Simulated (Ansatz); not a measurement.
# (MgO)3(LiF)1 [001] superlattice, started as rocksalt type: the cell at rest

Aim: bring (MgO)3(LiF)1 [001] superlattice, started as rocksalt type to small forces and stress, as phonons need.

Main program and level: Ansatz 0.2.0; DFT PBE, scalar-relativistic, plane waves, PAW.

This is a report of a sequence of runs, with most program output left out.

The structure was built from a prototype and need not be the compound's stable phase.

## Step 1: Set-up

The structure is tetragonal, space group P4/mmm (No. 123). The conventional cell has a = 2.945 Å, b = 2.945 Å, c = 8.330 Å, α = 90.00°, β = 90.00°, γ = 90.00°. Nearest to F lie 2 Mg at 2.08 Å and 4 Li at 2.08 Å. Li has 2 O at 2.08 Å and 4 F at 2.08 Å nearest. Nearest to Mg lie 1 F at 2.08 Å and 5 O at 2.08 Å. Mg has 6 O at 2.08 Å nearest. O has 1 Li at 2.08 Å and 5 Mg at 2.08 Å nearest. O has 6 Mg at 2.08 Å nearest. Farther neighbours and most contacts between anions are not listed.

## Step 2: A coarse first look

First a cheap look: the gap decides the mesh and the occupations, the pressure tells how far the cell has to move.

The input, input.yaml:

```yaml
crystal:
  lattice:
    - [2.0825, 2.0825, 0.0]
    - [-2.0825, 2.0825, 0.0]
    - [0.0, 0.0, 8.33]
  atoms:
    - { symbol: F, position: [0.0, 0.0, 0.75] }
    - { symbol: Li, position: [0.5, 0.5, 0.75] }
    - { symbol: Mg, position: [0.0, 0.0, 0.0] }
    - { symbol: Mg, position: [0.5, 0.5, 0.25] }
    - { symbol: Mg, position: [0.0, 0.0, 0.5] }
    - { symbol: O, position: [0.5, 0.5, 0.0] }
    - { symbol: O, position: [0.0, 0.0, 0.25] }
    - { symbol: O, position: [0.5, 0.5, 0.5] }
kpoints:
  mp_grid: { grid: [6, 6, 2] }
hamiltonian:
  xc: pbe
scf:
  occupations: { method: gaussian, width: 0.1 }
output:
  forces: true
  stress: true
  eigenvalues: true
```

The run is started by

```bash
ansatz run input.yaml --threads 8 --pin off --max-ram 14336MiB --backend cpu --events-out ev --progress --plain --runs-dir out
```

It took 0.49 s on 8 threads of Arm Neoverse V2, shared host; peak memory 0.48 GiB.

A gap read on the k-mesh alone can miss the band edges.

Numbers from this step:

| Item | Value |
| --- | --- |
| pressure | 6.024 GPa |
| gap on the k-mesh | 5.045 eV |
| volume per atom | 9.031 Å³ |
| direct gap on mesh | 5.045 eV |

The coarse mesh shows a gap of 5.04 eV and a pressure of 6.0 GPa.

## Step 3: Coarse relaxation

A rough relaxation comes first, because large forces or stress need no tight tolerances yet.

Edit input.yaml of step 2 so:

```diff
@@ -15,3 +15,3 @@
 kpoints:
-  mp_grid: { grid: [6, 6, 2] }
+  mp_grid: { grid: [6, 6, 4] }
 hamiltonian:
@@ -24 +24,6 @@
   eigenvalues: true
+relax:
+  adjacent_minimum: "off"
+  f_tol: 0.05
+  max_steps: 80
+  cell: { stress_tol: 0.5 }
```

It took 4.5 s on 8 threads; peak memory 0.55 GiB.

Step by step:

| step | energy less that of the first step (eV) | largest force component (eV/Å) | pressure (GPa) | volume (Å³) |
| --- | --- | --- | --- | --- |
| 1 | 0.0000 | 0.6049 | 6.02 | 72.25 |
| 2 | -0.0452 | 0.2790 | 3.38 | 73.39 |
| 3 | -0.0618 | 0.0231 | 0.18 | 74.92 |
| 4 | -0.0618 | 0.0074 | -0.02 | 75.01 |
| 5* | -0.0753 | 0.0074 | 0.32 | 75.01 |
| 6 | -0.0749 | 0.0052 | 0.03 | 75.17 |
| 7* | -0.0754 | 0.0052 | 0.04 | 75.17 |

Relaxation steps marked * repeat the geometry before them on a plane-wave basis chosen anew for their cell, so energy and pressure can jump there.

Forces are held to the 16 operations that the run works with; a distortion that breaks them can't arise in this run.

```
conventional cell, symmetrised  before  after  change
                         a (Å)   2.945  2.981  +1.2 %
                         b (Å)   2.945  2.981  +1.2 %
                         c (Å)   8.330  8.460  +1.6 %
              volume (Å³/atom)    9.03   9.40  +4.0 %
```

The atoms that moved most (Å, as changes of fractional coordinates times the final cell):

```
atom     dx     dy      dz  length
  O6  0.000  0.000  -0.040   0.040
  O8  0.000  0.000   0.040   0.040
 Mg3  0.000  0.000  -0.006   0.006
 Mg5  0.000  0.000   0.006   0.006
```

Numbers from this step:

```
pressure           : 0.04185 GPa
gap on the k-mesh  : 4.765 eV
volume per atom    : 9.396 Å³
direct gap on mesh : 4.765 eV
```

In this step the volume went from 9.03 to 9.40 Å³/atom.

## Step 4: Relaxation

The cell and atoms are relaxed, since residual forces and stress would shift the frequencies.

The input, input.yaml:

```yaml
crystal:
  lattice:
    - [2.1077881438, 2.1077881438, 0.0]
    - [-2.1077881438, 2.1077881438, 0.0]
    - [0.0, 0.0, 8.4598766598]
  atoms:
    - { symbol: F, position: [0.0, 0.0, 0.75] }
    - { symbol: Li, position: [0.5, 0.5, 0.75] }
    - { symbol: Mg, position: [0.0, 0.0, -0.000736642] }
    - { symbol: Mg, position: [0.5, 0.5, 0.25] }
    - { symbol: Mg, position: [0.0, 0.0, 0.500736642] }
    - { symbol: O, position: [0.5, 0.5, -0.0046853097] }
    - { symbol: O, position: [0.0, 0.0, 0.25] }
    - { symbol: O, position: [0.5, 0.5, 0.5046853097] }
kpoints:
  mp_grid: { grid: [6, 6, 4] }
hamiltonian:
  xc: pbe
scf:
  occupations: { method: gaussian, width: 0.02 }
output:
  forces: true
  stress: true
  eigenvalues: true
  write_density: true
  write_potential: true
  elf: true
  volumetric_format: npy
relax:
  adjacent_minimum: "off"
  f_tol: 0.005
  max_steps: 80
  cell: { stress_tol: 0.05 }
```

Wall time 2.8 s (8 threads); peak memory 0.56 GiB.

Little changed from the start: no atom moved by 0.005 Å and no cell edge by 0.1 %.

Numbers from this step:

* pressure: -0.008436 GPa
* gap on the k-mesh: 4.761 eV
* volume per atom: 9.401 Å³
* direct gap on mesh: 4.761 eV

Electrostatic potential energy in the ac plane at fractional y = 0.000, with atoms of F and Mg and O within 0.2 Å of it. With pseudopotentials it is smooth inside the atoms' cores, unlike the true potential.

Ten even steps from '_' (-61 eV) to '@' (11 eV), each cell a mean:
```
____::**%%@@@@@@@@@@@@%%**::__
++++##%%@@@@@@@@@@@@@@@@%%##++
%%%%@@@@@@@@@@@@@@@@@@@@@@@@%%
%%%%@@@@@@@@@@@@@@@@@@@@@@@@%%
====**%%@@@@@@@@@@@@@@@@%%**==
----==**@@@@@@@@@@@@@@@@**==--
----==##@@@@@@@@@@@@@@@@##==--
**##%%@@@@@@@@@@@@@@@@@@@@%%##
@@@@@@@@@@@@@@@@@@@@@@@@@@@@@@
####%%%%@@@@@@@@@@@@@@@@%%%%##
..::==##%%@@@@@@@@@@@@%%##==::
____..++%%@@@@@@@@@@@@%%++..__
____--**%%@@@@@@@@@@@@%%**--__
++**##%%@@@@@@@@@@@@@@@@%%##**
@@@@@@@@@@@@@@@@@@@@@@@@@@@@@@
%%%%@@@@@@@@@@@@@@@@@@@@@@@@%%
==++**%%@@@@@@@@@@@@@@@@%%**++
..::==**@@@@@@@@@@@@@@@@**==::
::--++##@@@@@@@@@@@@@@@@##++--
####%%@@@@@@@@@@@@@@@@@@@@%%##
@@@@@@@@@@@@@@@@@@@@@@@@@@@@@@
####%%@@@@@@@@@@@@@@@@@@@@%%##
::::++##%%@@@@@@@@@@@@%%##++::
____..++%%@@@@@@@@@@@@%%++..__
```
Columns run along a (3.0 Å; values clipped at the 3rd and 97th percentile), rows up along c (8.5 Å). Atoms in or near the plane, at fractional coordinates: F at (0.00, 0.75), Mg at (0.00, 0.00), Mg at (0.00, 0.50), O at (0.00, 0.25).

Valence density in the ac plane at fractional y = 0.000, with atoms of F and Mg and O within 0.2 Å of it. It is the smooth field of the valence electrons, not physical close to the nuclei.

Ten steps, logarithmic in the rise over the least value, from '_' (0 e/Å³) to '@' (28 e/Å³), each cell a mean:
```
@@%%**--________________--**%%
====::____________________::==
....________________________..
--::::..________________..::::
****==--..____________..--==**
%%##**==::..________..::==**##
####++--::..________..::--++##
====--::..____________..::--==
......____________________....
....________________________..
####++::________________::++##
@@@@##--..____________..--##@@
@@%%**--________________--**%%
====::____________________::==
......____________________....
----::....____________....::--
++++==--::..________..::--==++
##**++==::..________..::==++**
****++--::..________..::--++**
====--::..____________..::--==
........________________......
::::..____________________..::
##**==::________________::==**
@@@@##==..____________..==##@@
```
Columns run along a (3.0 Å), rows up along c (8.5 Å). Atoms in or near the plane, at fractional coordinates: F at (0.00, 0.75), Mg at (0.00, 0.00), Mg at (0.00, 0.50), O at (0.00, 0.25).

ELF in the ac plane at fractional y = 0.000, with atoms of F and Mg and O within 0.2 Å of it. It is the smooth field of the valence electrons, not physical close to the nuclei.

Ten even steps from '0' (0.01) to '9' (0.82), each cell a mean:
```
344300000000344
321000000000012
111000000000011
887531000013578
999974100147999
579986100168997
789985100158998
999752000025799
443210000001234
110000000000001
444100000000144
234300000000343
344200000000244
321000000000012
222210000001222
998753100135789
899986200268999
359997311379995
679996311369997
999874100147899
555421000012455
111000000000011
443100000000134
234300000000343
```
Columns run along a (3.0 Å), rows up along c (8.5 Å). Atoms in or near the plane, at fractional coordinates: F at (0.00, 0.75), Mg at (0.00, 0.00), Mg at (0.00, 0.50), O at (0.00, 0.25).

In this step the volume went from 9.40 to 9.40 Å³/atom.

## Step 5: Tight relaxation

Phonons need a cell at rest on their own settings, so the relaxation is repeated with tight tolerances on forces and stress on the k mesh and occupations of the first response run.

The input, input.yaml:

```yaml
crystal:
  lattice:
    - [2.1077019613, 2.1077019613, 0.0]
    - [-2.1077019613, 2.1077019613, 0.0]
    - [0.0, 0.0, 8.4651074276]
  atoms:
    - { symbol: F, position: [0.0, 0.0, 0.75] }
    - { symbol: Li, position: [0.5, 0.5, 0.75] }
    - { symbol: Mg, position: [0.0, 0.0, -0.0006083642] }
    - { symbol: Mg, position: [0.5, 0.5, 0.25] }
    - { symbol: Mg, position: [0.0, 0.0, 0.5006083642] }
    - { symbol: O, position: [0.5, 0.5, -0.0045500793] }
    - { symbol: O, position: [0.0, 0.0, 0.25] }
    - { symbol: O, position: [0.5, 0.5, 0.5045500793] }
kpoints:
  mp_grid: { grid: [8, 8, 4] }
hamiltonian:
  xc: pbe
scf:
  occupations: { method: fixed }
output:
  forces: true
  stress: true
  eigenvalues: true
relax:
  adjacent_minimum: "off"
  f_tol: 0.001
  max_steps: 60
  cell: { stress_tol: 0.01 }
```

It took 3.4 s on 8 threads; peak memory 0.56 GiB; 23 s of CPU time.

Little changed from the start: no atom moved by 0.005 Å and no cell edge by 0.1 %.

This step gave:

* pressure: -0.004350 GPa
* gap on the k-mesh: 4.762 eV
* direct gap on mesh: 4.762 eV

The largest force component left is 0.83 meV/Å and the pressure is -0.004 GPa, within the tolerances set. The cell now holds 9.40 Å³/atom.

## Step 6: Results

```
space group after relaxation (within 0.01 Å) : P4/mmm
lattice constant a                           : 2.980 Å
lattice constant b                           : 2.980 Å
lattice constant c                           : 8.467 Å
volume per atom                              : 9.40 Å³
gap on the k-mesh                            : 4.76 eV
```

**Reading.** The largest force component left is 0.83 meV/Å and the pressure is -0.004 GPa, within the tolerances set. The cell now holds 9.40 Å³/atom. The relaxation keeps the symmetry of its start, so it says nothing on stability against lower symmetry. The starting cell was built on a prototype and not taken from a measurement, so the phase need not exist.

[Logs are printed without paths, hosts, clocks, repeated set-up lines and the standing remarks that a program may print on its own settings, such as how far it seeks lower states.]

[Hosts, paths, dates, database ids (printed as entryN), source tags and the programs' standing remarks are cut or masked in the printed files.]
